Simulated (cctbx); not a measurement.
# A crystallographic session in cctbx: SrCeNi

Library: cctbx 2025.11. The data are simulated by the first script.

## 1. Simulate the data

run.py:

```python
from cctbx import adptbx, crystal, miller, sgtbx, xray
from cctbx.array_family import flex
from iotbx.shelx import hklf
from scitbx import matrix
import scitbx.random

cs = crystal.symmetry(unit_cell=(8.293, 8.293, 4.506, 90, 90, 120), space_group_symbol='Hall: P -6 -2')  # P-62m
atoms = [  # label, site, U (iso, or U11 U22 U33 U12 U13 U23 in A^2), occupancy
    ("Ce1", (0, 0.5769, 0.5), (0.0042, 0.0028, 0.0024, 0.0021, 0.0000, 0.0000), 1),
    ("Sr1", (0, 0.2295, 0), (0.0035, 0.0035, 0.0037, 0.0018, 0.0000, 0.0000), 1),
    ("Ni1", (2/3, 1/3, 0), (0.0056, 0.0056, 0.0054, 0.0028, -0.0000, 0.0000), 1),
    ("Ni2", (0, 0, 0.5), (0.0050, 0.0050, 0.0054, 0.0025, -0.0000, -0.0000), 1),
]
xs = xray.structure(crystal_symmetry=cs)
for label, site, u, occ in atoms:
    u = adptbx.u_cif_as_u_star(cs.unit_cell(), u) if isinstance(u, tuple) else u
    xs.add_scatterer(xray.scatterer(label, site=site, u=u, occupancy=occ))
xs.set_inelastic_form_factors(0.56087, "sasaki")
xs.show_summary()
p1 = xs.expand_to_p1()
ms = miller.build_set(p1, anomalous_flag=True, d_min=1.1)
flex.set_random_seed(523295)
scitbx.random.set_random_seed(523295)
ms = ms.select(flex.random_double(ms.size()) < 0.5)
i = ms.structure_factors_from_scatterers(p1, algorithm="direct").f_calc().as_intensity_array().data()
i = i * 20000 / flex.max(i)
sig = flex.sqrt(i + flex.pow2(0.06 * i) + 2 ** 2)
noise = scitbx.random.variate(scitbx.random.normal_distribution())(i.size())
data = ms.array(data=i + sig * noise, sigmas=sig).set_observation_type_xray_intensity()
with open("data.hkl", "w") as f:
    data.export_as_shelx_hklf(f)
print("reflections written:", data.size(), " <I/sigma> = %.1f" % flex.mean(data.data() / data.sigmas()))
for h, a, b in list(data.sort("data"))[:12]:
    print("%4d%4d%4d %9.1f %7.1f" % (h + (a, b)))
```

```console
$ python run.py
```

```text
Number of scatterers: 4
At special positions: 4
Unit cell: (8.293, 8.293, 4.506, 90, 90, 120)
Space group: P -6 2 m (No. 189)
reflections written: 424  <I/sigma> = 13.4
   0   0  -2   20937.3  1208.3
  -2   0   1    8073.7   470.6
   0   2   1    7835.4   470.6
  -2   2  -1    6768.1   470.6
   2   0  -1    6729.6   470.6
   2  -1   1    6309.7   355.6
  -1  -1  -1    6107.2   355.6
  -2   1  -1    5850.2   341.6
  -1   2   1    5753.5   355.6
  -1  -1   1    5683.4   355.6
   1   1  -1    5581.5   341.6
  -5   5   0    5541.7   308.2
```

It took 0.19 s on 1 thread of Arm Neoverse V2, with other jobs on the host, peak memory 0.07 GiB.

## 2. Refinement (right model)

run.py:

```python
import math
from cctbx import adptbx, crystal, maptbx, sgtbx, xray
from cctbx.array_family import flex
from cctbx.xray import observations
from iotbx.shelx import hklf
from scitbx.lstbx import normal_eqns_solving
from smtbx import absolute_structure, utils
from smtbx.refinement import constraints, least_squares

cs = crystal.symmetry(unit_cell=(8.293, 8.293, 4.506, 90, 90, 120), space_group_symbol='Hall: P -6 -2')  # P-62m
atoms = [  # label, site, U (iso, or U11 U22 U33 U12 U13 U23 in A^2), occupancy
    ("Ce1", (0, 0.5769, 0.5), 0.0200, 1),
    ("Sr1", (0, 0.2306, 0), 0.0200, 1),
    ("Ni1", (2/3, 1/3, 0), 0.0200, 1),
    ("Ni2", (0, 0, 0.5), 0.0200, 1),
]
xs = xray.structure(crystal_symmetry=cs)
for label, site, u, occ in atoms:
    u = adptbx.u_cif_as_u_star(cs.unit_cell(), u) if isinstance(u, tuple) else u
    xs.add_scatterer(xray.scatterer(label, site=site, u=u, occupancy=occ))
xs.set_inelastic_form_factors(0.56087, "sasaki")
raw = hklf.reader(file_name="data.hkl").as_miller_arrays(crystal_symmetry=cs, anomalous=True)[0]
merged = raw.eliminate_sys_absent().merge_equivalents()
fo2 = merged.array().set_observation_type_xray_intensity()
print("Rint %.3f, %d unique reflections to %.2f A" % (merged.r_int(), fo2.size(), fo2.d_min()))
for sc in xs.scatterers():
    sc.flags.set_grad_site(True)
    sc.flags.set_grad_u_aniso(sc.flags.use_u_aniso())
    sc.flags.set_grad_u_iso(sc.flags.use_u_iso())
obs = fo2.as_xray_observations()
extra = {}
rep = constraints.reparametrisation(xs, [], utils.connectivity_table(xs), **extra)
ls = least_squares.crystallographic_ls(obs, rep, weighting_scheme=least_squares.mainstream_shelx_weighting(a=0, b=0))
print("cycle     R1     wR2    GooF  max shift (A)")
for cycle in range(8):
    ls.build_up()
    r1, wr2, goof = ls.r1_factor(cutoff_factor=2)[0], ls.wR2(), ls.goof()
    old = xs.sites_cart()
    normal_eqns_solving.levenberg_marquardt_iterations(ls, n_max_iterations=3, tau=1e-06, step_threshold=1e-7)
    big = flex.max((xs.sites_cart() - old).norms())
    print("%4d %7.4f %7.4f %7.3f %9.5f" % (cycle + 1, r1, wr2, goof, big))
    ls.build_up(objective_only=True)
    if abs(ls.wR2() - wr2) < 5e-5 and big < 5e-4:
        break
ls.build_up()
print("final R1 %.4f wR2 %.4f GooF %.3f  parameters %d  data/parameter %.1f" % (ls.r1_factor(cutoff_factor=2)[0], ls.wR2(), ls.goof(), ls.n_parameters, fo2.size() / ls.n_parameters))
cov = ls.covariance_matrix_and_annotations()
su = dict(zip(cov.annotations, (math.sqrt(max(v, 0)) for v in cov.matrix.matrix_packed_u_diagonal())))
a2 = cs.unit_cell().reciprocal_parameters()[0] ** -2
print("atom        x        y        z      Ueq    occ   su(xyz)  su(Uiso or U11)")
for sc in xs.scatterers():
    s = max(su.get(sc.label + k, 0) for k in (".x", ".y", ".z"))
    npd = "" if sc.is_positive_definite_u(cs.unit_cell()) else "  NPD"
    print("%-5s %8.5f %8.5f %8.5f %8.4f %6.3f %8.5f %7.4f%s" % ((sc.label,) + sc.site + (sc.u_iso_or_equiv(cs.unit_cell()), sc.occupancy, s, su.get(sc.label + ".uiso", su.get(sc.label + ".u11", 0) * a2), npd)))
fo = fo2.f_sq_as_f()
fc = fo.structure_factors_from_scatterers(xs, algorithm="direct").f_calc()
diff = fo.f_obs_minus_f_calc(1 / math.sqrt(ls.scale_factor()), fc).average_bijvoet_mates()
m = diff.fft_map(symmetry_flags=maptbx.use_space_group_symmetry, resolution_factor=0.25).apply_volume_scaling()
print("difference map: max %.2f min %.2f rms %.2f" % (m.statistics().max(), m.statistics().min(), m.statistics().sigma()))
peaks = m.peak_search(parameters=maptbx.peak_search_parameters(min_distance_sym_equiv=0.6, max_clusters=6)).all()
near = xs.closest_distances(peaks.sites(), distance_cutoff=4)
sps = cs.special_position_settings(min_distance_sym_equiv=0.5)
for k, (x, h) in enumerate(zip(peaks.sites(), peaks.heights())):
    ss = sps.site_symmetry(x)
    print("Q%-3d %7.4f %7.4f %7.4f %4d %7.2f  %.2f A from %s" % ((k + 1,) + tuple(t % 1 for t in ss.exact_site()) + (ss.multiplicity(), h, near.smallest_distances[k], xs.scatterers()[near.i_seqs[k]].label)))
```

```console
$ python run.py
```

```text
Rint 0.048, 93 unique reflections to 1.11 A
cycle     R1     wR2    GooF  max shift (A)
   1  0.0637  0.1458   4.178   0.01042
   2  0.0141  0.0292   0.838   0.00000
final R1 0.0141 wR2 0.0292 GooF 0.838  parameters 6  data/parameter 15.5
atom        x        y        z      Ueq    occ   su(xyz)  su(Uiso or U11)
Ce1    0.00000  0.57690  0.50000   0.0028  1.000  0.00008  0.0004
Sr1    0.00000  0.22934  0.00000   0.0029  1.000  0.00016  0.0005
Ni1    0.66667  0.33333  0.00000   0.0052  1.000  0.00000  0.0006
Ni2    0.00000  0.00000  0.50000   0.0046  1.000  0.00000  0.0008
difference map: max 0.42 min -0.45 rms 0.12
Q1    0.0000  0.0000  0.0863    2    0.44  1.86 A from Ni2
Q2    0.0000  0.5899  0.1481    6    0.37  1.59 A from Ce1
Q3    0.0777  0.5042  0.0000    6    0.35  1.86 A from Ni1
Q4    0.1096  0.6171  0.5000    6    0.33  0.80 A from Ce1
Q5    0.0000  0.1501  0.0000    3    0.32  0.66 A from Sr1
Q6    0.1432  0.8445  0.5000    6    0.31  1.92 A from Ce1
```

Time: 0.3 s.

## 3. Simulate the data

run.py, as its changes from the last script of this kind:

```diff
@@ -21 +21 @@
-ms = miller.build_set(p1, anomalous_flag=True, d_min=1.1)
+ms = miller.build_set(p1, anomalous_flag=True, d_min=0.84)
```

```console
$ python run.py
```

```text
Number of scatterers: 4
At special positions: 4
Unit cell: (8.293, 8.293, 4.506, 90, 90, 120)
Space group: P -6 2 m (No. 189)
reflections written: 954  <I/sigma> = 13.1
   0   0  -2   19790.2  1208.3
   0   0   4    9938.6   586.1
   2   0  -1    8475.6   470.6
  -2   0  -1    7781.5   470.6
  -2   2   1    7729.7   470.6
  -2   2  -1    7364.4   470.6
   2  -2   1    6814.4   470.6
   1  -2   1    5875.1   341.6
   2  -1   1    5728.4   355.6
  -1  -1   1    5597.8   355.6
  -1   2   1    5530.2   355.6
   5   0   0    5230.6   308.2
```

Time: 0.19 s.

## 4. Refinement (right model)

run.py, as its changes from the last script of this kind:

```diff
@@ -12,2 +12,2 @@
-    ("Ce1", (0, 0.5769, 0.5), 0.0200, 1),
-    ("Sr1", (0, 0.2306, 0), 0.0200, 1),
+    ("Ce1", (0, 0.5755, 0.5), 0.0200, 1),
+    ("Sr1", (0, 0.2307, 0), 0.0200, 1),
@@ -21,0 +22 @@
+xs.convert_to_anisotropic()
```

```console
$ python run.py
```

```text
Rint 0.045, 201 unique reflections to 0.84 A
cycle     R1     wR2    GooF  max shift (A)
   1  0.1144  0.2521   7.151   0.01194
   2  0.0137  0.0312   0.886   0.00000
final R1 0.0137 wR2 0.0312 GooF 0.886  parameters 12  data/parameter 16.8
atom        x        y        z      Ueq    occ   su(xyz)  su(Uiso or U11)
Ce1    0.00000  0.57687  0.50000   0.0030  1.000  0.00005  0.0003
Sr1    0.00000  0.22926  0.00000   0.0033  1.000  0.00010  0.0004
Ni1    0.66667  0.33333  0.00000   0.0054  1.000  0.00000  0.0005
Ni2    0.00000  0.00000  0.50000   0.0054  1.000  0.00000  0.0006
difference map: max 0.76 min -0.64 rms 0.13
Q1    0.0000  0.4234  0.0000    3    0.77  1.61 A from Sr1
Q2    0.0000  0.8053  0.2620    6    0.61  1.94 A from Ni2
Q3    0.0000  0.0000  0.0000    1    0.45  1.90 A from Sr1
Q4    0.0000  0.4166  0.2388    6    0.41  1.78 A from Ce1
Q5    0.1812  0.8027  0.2467   12    0.37  1.85 A from Sr1
Q6    0.1271  0.5421  0.0000    6    0.34  1.49 A from Ni1
```

Time: 0.31 s.

## 5. Simulate the data

run.py, as its changes from the last script of this kind:

```diff
@@ -21 +21 @@
-ms = miller.build_set(p1, anomalous_flag=True, d_min=0.84)
+ms = miller.build_set(p1, anomalous_flag=True, d_min=0.6)
```

```console
$ python run.py
```

```text
Number of scatterers: 4
At special positions: 4
Unit cell: (8.293, 8.293, 4.506, 90, 90, 120)
Space group: P -6 2 m (No. 189)
reflections written: 2627  <I/sigma> = 13.5
   0   0  -4   20711.0  1208.3
   0   0   4   20365.1  1208.3
   0   2  -1   17921.3   968.4
  -2   0   1   16674.3   968.4
   0  -2  -1   16521.1   968.4
  -2   0  -1   16408.7   968.4
   2  -2  -1   15992.1   968.4
   0  -2   1   15770.8   968.4
   0   2   1   15678.2   968.4
  -2   2   1   15246.1   968.4
   2   0   1   15230.3   968.4
   2  -2   1   15173.2   968.4
```

Time: 0.2 s.

## 6. Refinement (right model)

run.py, as its changes from the last script of this kind:

```diff
@@ -12,2 +12,2 @@
-    ("Ce1", (0, 0.5755, 0.5), 0.0200, 1),
-    ("Sr1", (0, 0.2307, 0), 0.0200, 1),
+    ("Ce1", (0, 0.5751, 0.5), 0.0200, 1),
+    ("Sr1", (0, 0.2283, 0), 0.0200, 1),
```

```console
$ python run.py
```

```text
Rint 0.045, 516 unique reflections to 0.60 A
cycle     R1     wR2    GooF  max shift (A)
   1  0.2163  0.4532  13.432   0.01485
   2  0.0141  0.0324   0.962   0.00000
final R1 0.0141 wR2 0.0324 GooF 0.962  parameters 12  data/parameter 43.0
atom        x        y        z      Ueq    occ   su(xyz)  su(Uiso or U11)
Ce1    0.00000  0.57689  0.50000   0.0030  1.000  0.00002  0.0001
Sr1    0.00000  0.22950  0.00000   0.0035  1.000  0.00004  0.0001
Ni1    0.66667  0.33333  0.00000   0.0055  1.000  0.00000  0.0001
Ni2    0.00000  0.00000  0.50000   0.0050  1.000  0.00000  0.0002
difference map: max 0.99 min -0.74 rms 0.18
Q1    0.0000  0.5743  0.1579    6    1.03  1.54 A from Ce1
Q2    0.0000  0.5883  0.0000    3    1.01  2.25 A from Ce1
Q3    0.0000  0.6945  0.5000    3    0.74  0.98 A from Ce1
Q4    0.0000  0.0000  0.2115    2    0.70  1.30 A from Ni2
Q5    0.0000  0.2427  0.3700    6    0.67  1.67 A from Sr1
Q6    0.1649  0.7246  0.5000    6    0.66  1.30 A from Ce1
```

Run time: 0.32 s on 1 thread of Arm Neoverse V2 (shared host), peak memory 0.09 GiB.

[Logs are printed without paths, hosts, clocks, repeated set-up lines and the standing remarks that a program may print on its own settings, such as how far it seeks lower states.]
